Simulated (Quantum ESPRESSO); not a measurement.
**CdF2 (Fm-3m): the LO frequency by hand**

Aim: work out the LO frequency and the static dielectric constant of CdF2 (Fm-3m) from one linear-response run, then check them.

Method: DFT LDA, scalar-relativistic, plane waves, PseudoDojo norm-conserving pseudopotentials, in Quantum ESPRESSO 8.0 development, patched.

## (1) Set-up

Symmetry: Fm-3m, No. 225, cubic system. The conventional cell has a = 5.298 Å, b = 5.298 Å, c = 5.298 Å, α = 90.00°, β = 90.00°, γ = 90.00°. Nearest to Cd lie 8 F at 2.29 Å. Nearest to F lie 4 Cd at 2.29 Å. Farther neighbours and most contacts between anions are not listed.

This is the cell after its relaxation at this level of theory, not the database cell from which that began.

## (2) What the response run gave

A linear-response run on the relaxed cell, with the response to an electric field; only its zone-centre results are used. Cutoff 102 Ry, k mesh 8×8×8.

The log of the run:

```text
[banners, grids, parts of the stress and lines that vanish by symmetry left out]
Program PHONON v.8.0dev
     Dynamical matrices for q-points given in input
     (   1q-points):
[...]
Exchange-correlation= PW
                           (   1   4   0   0   0   0   0)
[...]
kinetic-energy cut-off    =     102.0000  Ry
     charge density cut-off    =     408.0000  Ry
     convergence threshold     =      1.0E-18
[...]
Exchange-correlation= PW
                           (   1   4   0   0   0   0   0)
[...]
q = (   0.0000000   0.0000000   0.0000000 )
     49 Sym.Ops. (with q -> -q+G )
     G cutoff =  517.9521  (  34957 G-vectors)     FFT grid: ( 45, 45, 45)
     number of k points=    29
[...]
Mode symmetry, O_h (m-3m)  point group:
[...]
Dielectric constant
[...]
End of electric fields calculation
          Dielectric constant in cartesian axis
          (       2.918572417      -0.000000000      -0.000000000 )
          (      -0.000000000       2.918572417       0.000000000 )
          (      -0.000000000       0.000000000       2.918572417 )
          Effective charges (d Force / dE) in cartesian axis without acoustic sum rule applied (asr)
           atom    1  Cd    Mean Z*:        2.45261
      Ex  (        2.45261       -0.00000       -0.00000 )
      Ey  (       -0.00000        2.45261       -0.00000 )
      Ez  (        0.00000        0.00000        2.45261 )
           atom    2  F     Mean Z*:       -1.22631
      Ex  (       -1.22631       -0.00000        0.00000 )
      Ey  (       -0.00000       -1.22631       -0.00000 )
      Ez  (        0.00000       -0.00000       -1.22631 )
           atom    3  F     Mean Z*:       -1.22631
      Ex  (       -1.22631        0.00000       -0.00000 )
      Ey  (       -0.00000       -1.22631       -0.00000 )
      Ez  (       -0.00000        0.00000       -1.22631 )
          Effective charges Sum: Mean:       -0.00001
[...]
Effective charges (d Force / dE) in cartesian axis with asr applied:
           atom    1  Cd    Mean Z*:        2.45261
[...]
atom    2  F     Mean Z*:       -1.22631
[...]
atom    3  F     Mean Z*:       -1.22631
[...]
Dielectric constant from finite-differences
          (       2.918905658      -0.000000000      -0.000000000 )
          (      -0.000000000       2.918905658       0.000000000 )
          (      -0.000000000       0.000000000       2.918905658 )
[...]
(      -0.000000000      -0.000000000      -0.000000000 )
          (       0.000000000       0.000000000      -0.000000000 )
[...]
(       0.000000000       0.000000000       0.000000000 )
          (       0.158416015       0.000000000      -0.000000000 )
          (       0.000000000       0.158416015       0.000000000 )
          (       0.158416015       0.000000000      -0.000000000 )
          (       0.000000000      -0.000000000       0.000000000 )
[...]
Representation #   1 modes #   1   2   3
[...]
End of self-consistent calculation
     Convergence has been achieved
     Representation #   2 modes #   4   5   6
[...]
End of self-consistent calculation
     Convergence has been achieved
     Representation #   3 modes #   7   8   9
[...]
End of self-consistent calculation
     Convergence has been achieved
[...]
Dielectric constant in cartesian axis
          (       2.918572417      -0.000000000      -0.000000000 )
          (      -0.000000000       2.918572417       0.000000000 )
          (      -0.000000000       0.000000000       2.918572417 )
          Effective charges (d Force / dE) in cartesian axis without acoustic sum rule applied (asr)
           atom    1  Cd    Mean Z*:        2.45261
      Ex  (        2.45261       -0.00000       -0.00000 )
      Ey  (       -0.00000        2.45261       -0.00000 )
      Ez  (        0.00000        0.00000        2.45261 )
           atom    2  F     Mean Z*:       -1.22631
      Ex  (       -1.22631       -0.00000        0.00000 )
      Ey  (       -0.00000       -1.22631       -0.00000 )
      Ez  (        0.00000       -0.00000       -1.22631 )
           atom    3  F     Mean Z*:       -1.22631
      Ex  (       -1.22631        0.00000       -0.00000 )
      Ey  (       -0.00000       -1.22631       -0.00000 )
      Ez  (       -0.00000        0.00000       -1.22631 )
          Effective charges Sum: Mean:       -0.00001
[...]
Effective charges (d Force / dE) in cartesian axis with asr applied:
           atom    1  Cd    Mean Z*:        2.45261
[...]
atom    2  F     Mean Z*:       -1.22631
[...]
atom    3  F     Mean Z*:       -1.22631
[...]
q = (    0.000000000   0.000000000   0.000000000 )
[...]
freq (    1) =      -0.029763 [THz] =      -0.992797 [cm-1]
     freq (    2) =      -0.029763 [THz] =      -0.992797 [cm-1]
     freq (    3) =      -0.029763 [THz] =      -0.992797 [cm-1]
     freq (    4) =       7.141446 [THz] =     238.212998 [cm-1]
     freq (    5) =       7.141446 [THz] =     238.212998 [cm-1]
     freq (    6) =       7.141446 [THz] =     238.212998 [cm-1]
     freq (    7) =       9.555097 [THz] =     318.723719 [cm-1]
     freq (    8) =       9.555097 [THz] =     318.723719 [cm-1]
     freq (    9) =       9.555097 [THz] =     318.723719 [cm-1]
[...]
Mode symmetry, O_h (m-3m)  point group:
     freq (   1-   3) =         -1.0  [cm-1]   --> T_1u G_15  G_4- I
     freq (   4-   6) =        238.2  [cm-1]   --> T_1u G_15  G_4- I
     freq (   7-   9) =        318.7  [cm-1]   --> T_2g G_25' G_5+ R

   JOB DONE.
```

```
                       quantity    value
             cell volume Ω (Å³)   37.177
                 mass of Cd (u)  112.414
                  mass of F (u)   18.998
     Born charge of Cd, raw (e)    2.453
      Born charge of F, raw (e)   -1.226
                             ε∞    2.919
ω(TO) after the sum rule (cm⁻¹)    238.2
```

## (3) The calculation

The charges must sum to zero over the cell; taking off their mean, 0.000 e, leaves Z* = 2.453 e on Cd. In the polar mode Cd moves against the two F, so the reduced mass is μ = 112.41 × 38.00 / 150.41 = 28.398 u.

A longitudinal wave builds up a field that adds to the restoring force: ω(LO)² = ω(TO)² + 4π Z*² / (μ Ω ε∞), in Hartree atomic units. With μ = 51766 electron masses and Ω = 250.88 bohr³ the second term is 1.9942e-06 Ha², or 96059 cm⁻² (1 Ha = 219474.6 cm⁻¹).

So ω(LO) = √(56744 + 96059) = 390.9 cm⁻¹, and by the Lyddane-Sachs-Teller relation ε₀ = ε∞ (ω(LO)/ω(TO))² = 7.86.

## (4) Check against the program

The analysis program adds the same non-analytic term to the full matrix, here for q along (1 0 0).

The log of the run:

```text
[banners, grids, parts of the stress and lines that vanish by symmetry left out]
[banner, memory and clock lines left out]
Program DYNMAT v.8.0dev

     Reading Dynamical Matrix from file g.dyn
     ...Force constants read
     ...epsilon and Z* read
     ...Raman cross sections read

     Polarizability (A^3 units)
     multiply by 0.609933 for Clausius-Mossotti correction (not under assume_isolated = 'mt')
         5.675975   -0.000000   -0.000000
        -0.000000    5.675975    0.000000
        -0.000000    0.000000    5.675975

     IR activities are in (D/A)^2/amu units
     Raman activities are in A^4/amu units
     multiply Raman by 0.138398 for Clausius-Mossotti correction (not under assume_isolated = 'mt')

# mode   [cm-1]    [THz]      IR          Raman   depol.fact
    1     -0.00   -0.0000    0.0000         0.0000    0.4597
    2     -0.00   -0.0000    0.0000         0.0000    0.5616
[...]
8    318.72    9.5551    0.0000         1.7340    0.7500
    9    390.91   11.7191    4.8870         0.0000    0.7499

[end of the log left out, with the tail of the file of modes that dynmat.x writes under the same name]
```

ε₀ comes from the program's run without a direction of q.

```
    quantity  by hand  program
ω(LO) (cm⁻¹)    390.9    390.9
          ε₀     7.86     7.86
```

## (5) Results

| Property | Result |
| --- | --- |
| TO mode | 238.2 cm⁻¹ |
| LO mode | 390.9 cm⁻¹ |
| static dielectric constant | 7.859 |

What this shows: The LO mode of CdF2 (Fm-3m) lies at 391 cm⁻¹, 153 cm⁻¹ above the TO mode; the formula meets the program within 0.1 cm⁻¹, as it must for a cubic crystal with one polar mode. ω(LO)² − ω(TO)² goes with Z*²/ε∞: an error of 5 % in ε∞ would move the LO mode by 5.9 cm⁻¹, and semilocal functionals tend to overestimate ε∞. These are harmonic values at zero temperature, at the volume of this functional, for the structure held cubic; stability elsewhere in the zone is no part of this calculation.

[Host names and launcher messages were left out of these logs when they were recorded.]

[Logs are printed without paths, hosts, clocks, repeated set-up lines and the standing remarks that a program may print on its own settings, such as how far it seeks lower states.]

[Hosts, paths, dates, database ids (printed as entryN), source tags and the programs' standing remarks are cut or masked in the printed files.]
